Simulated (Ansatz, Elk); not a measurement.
# How far do independent atoms describe LiNb3?, part 2 of 2

Structure refinements treat a crystal as free atoms side by side. For a made-up structure of LiNb3 (cell and positions from a PBE relaxation) the runs below show what the calculated density changes in F(hkl).

Elk 11.2.3 (patched build); all-electron DFT.

So far: The starting structure; Ground state and structure factors; The highest occupied states alone.

The structure was built from a prototype and need not be the compound's stable phase.

### Step 4. Another functional

Level of this step: DFT, PBEsol, all-electron APW+lo, Dirac cores, scalar-relativistic bands, static density, no spin (Elk).

The difference from free atoms is small, so it is set against the change that PBEsol makes.

File elk.in:

```
tasks
  0
  195

xctype
  22

spinpol
  .false.

rgkmax
  7.0

gmaxvr
  14.0

lmaxo
  7

lmaxapw
  8

swidth
  0.002

tshift
  .false.

ramdisk
  .false.

hmaxvr
  5.5

maxscl
  120

epspot
  1e-06

sppath
  './'

avec
  8.49645804958 -0.00000000000 0.00000000000
  -0.00000000000 8.49645804958 0.00000000000
  -0.00000000000 0.00000000000 6.37409665921

atoms
  2
  'Nb.in'
  3
  0.5000000000 0.5000000000 -0.0000000000   0.000000 0.000000 0.000000
  0.5000000000 -0.0000000000 0.5000000000   0.000000 0.000000 0.000000
  -0.0000000000 0.5000000000 0.5000000000   0.000000 0.000000 0.000000
  'Li.in'
  1
  0.0000000000 0.0000000000 0.0000000000   0.000000 0.000000 0.000000

ngridk
  5 5 7
```

Started as:

```console
> OMP_NUM_THREADS=4 elk
```

Numbers of over 12 decimals in the logs are rounded to 6 here.

Output:

```text
┌─────────────────────────┐
│ Elk code version 11.2.3 │
└─────────────────────────┘

All units are atomic (Hartree, Bohr, etc.)

┌─────────────────────────────────────────────────┐
│ Ground-state run starting from atomic densities │
└─────────────────────────────────────────────────┘

Lattice vectors :
   8.496458050      -0.000000000       0.000000000
  -0.000000000       8.496458050       0.000000000
  -0.000000000       0.000000000       6.374096659

Reciprocal lattice vectors :
  0.7395064238       0.000000000       0.000000000
[...]
interstitial                :    5.842215621
 muffin-tins (core leakage)
  species : 1 (Nb)
[...]
atom 2                    :    39.22488723     (  0.6080943820E-06)
   atom 3                    :    39.22488723     (  0.6080943820E-06)
  species : 2 (Li)
   atom 1                    :    2.250138945     (   0.000000000    )
 total in muffin-tins        :    120.1577844
 total calculated charge     :    125.9997230
 total charge                :    126.0000000
 error                       :   0.2769622287E-03

┌──────────────────────────────┐
│ Self-consistent loop stopped │
└──────────────────────────────┘

Wrote STATE.OUT
[key lines of the parts left out:]
total energy                :     -11462.560820599
```

The job ended after 16 s (4 threads of Arm Neoverse V2, shared host; peak memory 0.16 GiB).

Against the first run R = 0.02 %; the largest change is -0.024 at 002.

### Step 5. A coarser k-mesh

About half the k-points along each axis test the sampling.

Changes to elk.in since step 4:

```diff
@@ -5,3 +5,3 @@
 xctype
-  22
+  20
 
@@ -60,2 +60,2 @@
 ngridk
-  5 5 7
+  2 2 4
```

Started as:

```console
> OMP_NUM_THREADS=4 elk
```

Output:

```text
┌─────────────────────────┐
│ Elk code version 11.2.3 │
└─────────────────────────┘

All units are atomic (Hartree, Bohr, etc.)

┌─────────────────────────────────────────────────┐
│ Ground-state run starting from atomic densities │
└─────────────────────────────────────────────────┘

Lattice vectors :
   8.496458050      -0.000000000       0.000000000
  -0.000000000       8.496458050       0.000000000
  -0.000000000       0.000000000       6.374096659

Reciprocal lattice vectors :
  0.7395064238       0.000000000       0.000000000
[...]
interstitial                :    5.868556468
 muffin-tins (core leakage)
  species : 1 (Nb)
[...]
atom 2                    :    39.22318465     (  0.6042776128E-06)
   atom 3                    :    39.22318465     (  0.6042776128E-06)
  species : 2 (Li)
   atom 1                    :    2.250060921     (   0.000000000    )
 total in muffin-tins        :    120.1314435
 total calculated charge     :    126.0000370
 total charge                :    126.0000000
 error                       :   0.3703215349E-04

┌──────────────────────────────┐
│ Self-consistent loop stopped │
└──────────────────────────────┘

Wrote STATE.OUT
[key lines of the parts left out:]
total energy                :     -11468.883761210
```

Run time: 13 s. Hardware: 4 threads; peak memory 0.16 GiB; 28 s of CPU time.

Against the first run R = 0.03 %; the largest change is -0.072 at 101.

### Step 6. Basis size

The basis and the expansions that go with it are enlarged, to see whether the differences are converged.

Changes to elk.in since step 5:

```diff
@@ -11,12 +11,12 @@
 rgkmax
-  7.0
+  8.5
 
 gmaxvr
-  14.0
+  18.0
 
 lmaxo
-  7
+  9
 
 lmaxapw
-  8
+  10
 
@@ -60,2 +60,2 @@
 ngridk
-  2 2 4
+  5 5 7
```

Started as:

```console
> OMP_NUM_THREADS=4 elk
```

Output:

```text
┌─────────────────────────┐
│ Elk code version 11.2.3 │
└─────────────────────────┘

All units are atomic (Hartree, Bohr, etc.)

┌─────────────────────────────────────────────────┐
│ Ground-state run starting from atomic densities │
└─────────────────────────────────────────────────┘

Lattice vectors :
   8.496458050      -0.000000000       0.000000000
  -0.000000000       8.496458050       0.000000000
  -0.000000000       0.000000000       6.374096659

Reciprocal lattice vectors :
  0.7395064238       0.000000000       0.000000000
[...]
interstitial                :    5.826076841
 muffin-tins (core leakage)
  species : 1 (Nb)
[...]
atom 2                    :    39.22971037     (  0.6039640859E-06)
   atom 3                    :    39.22971037     (  0.6039640859E-06)
  species : 2 (Li)
   atom 1                    :    2.252578409     (   0.000000000    )
 total in muffin-tins        :    120.1739232
 total calculated charge     :    125.9999010
 total charge                :    126.0000000
 error                       :   0.9901841415E-04

┌──────────────────────────────┐
│ Self-consistent loop stopped │
└──────────────────────────────┘

Wrote STATE.OUT
[key lines of the parts left out:]
total energy                :     -11468.899395266
```

Wall time 36 s (4 threads); peak memory 0.29 GiB.

Against the first run R = 0.00 %; the largest change is +0.008 at 004.

### Step 7. Settings against the effect

```
                              run  R against the first run (%)  R against neutral atoms, low angle (%)  wall time
                    PBE, rgkmax 7                         0.00                                    0.66       16 s
                           PBEsol                         0.02                                    0.67       16 s
                     k-mesh 2×2×4                         0.03                                    0.68       13 s
rgkmax 8.5 with larger expansions                         0.00                                    0.66       36 s
```

### Step 8. Outcome

* R against neutral atoms, sin θ/λ < 0.3 Å⁻¹: 0.66 %
* R against neutral atoms, 0.3 to 0.82 Å⁻¹: 0.30 %

What this shows: Independent neutral atoms miss the calculated amplitudes by R = 0.66 % below 0.3 Å⁻¹ and 0.30 % from there to 0.82 Å⁻¹; by shells, 0.57 % below 0.15 Å⁻¹ (2 forms), 0.67 % 0.15 to 0.3 (8 forms), 0.50 % 0.3 to 0.45 (16 forms), 0.26 % above 0.45 (100 forms). Bonding, aspherical density and the tables' own atoms all enter these figures, and the runs don't part them. The largest change of an amplitude is -0.76 electrons, at 111. The window's part falls from 16.0 electrons at the origin to at most 0.15 between 0.45 and 0.82 Å⁻¹. Below 0.3 Å⁻¹ the changes that finished (PBEsol, k-mesh 2×2×4 and rgkmax 8.5 with larger expansions) move F by R = 0.06 % at most, against the 0.66 % that separates it from free atoms. These runs have no spin, though d or f shells may be open. Part of the difference isn't bonding: the tables are fits to free atoms and ions calculated by other methods than this functional. Thermal motion, anomalous dispersion and extinction are left out.

[Logs are printed without paths, hosts, clocks, repeated set-up lines and the standing remarks that a program may print on its own settings, such as how far it seeks lower states.]

[Hosts, paths, dates, database ids (printed as entryN), source tags and the programs' standing remarks are cut or masked in the printed files.]
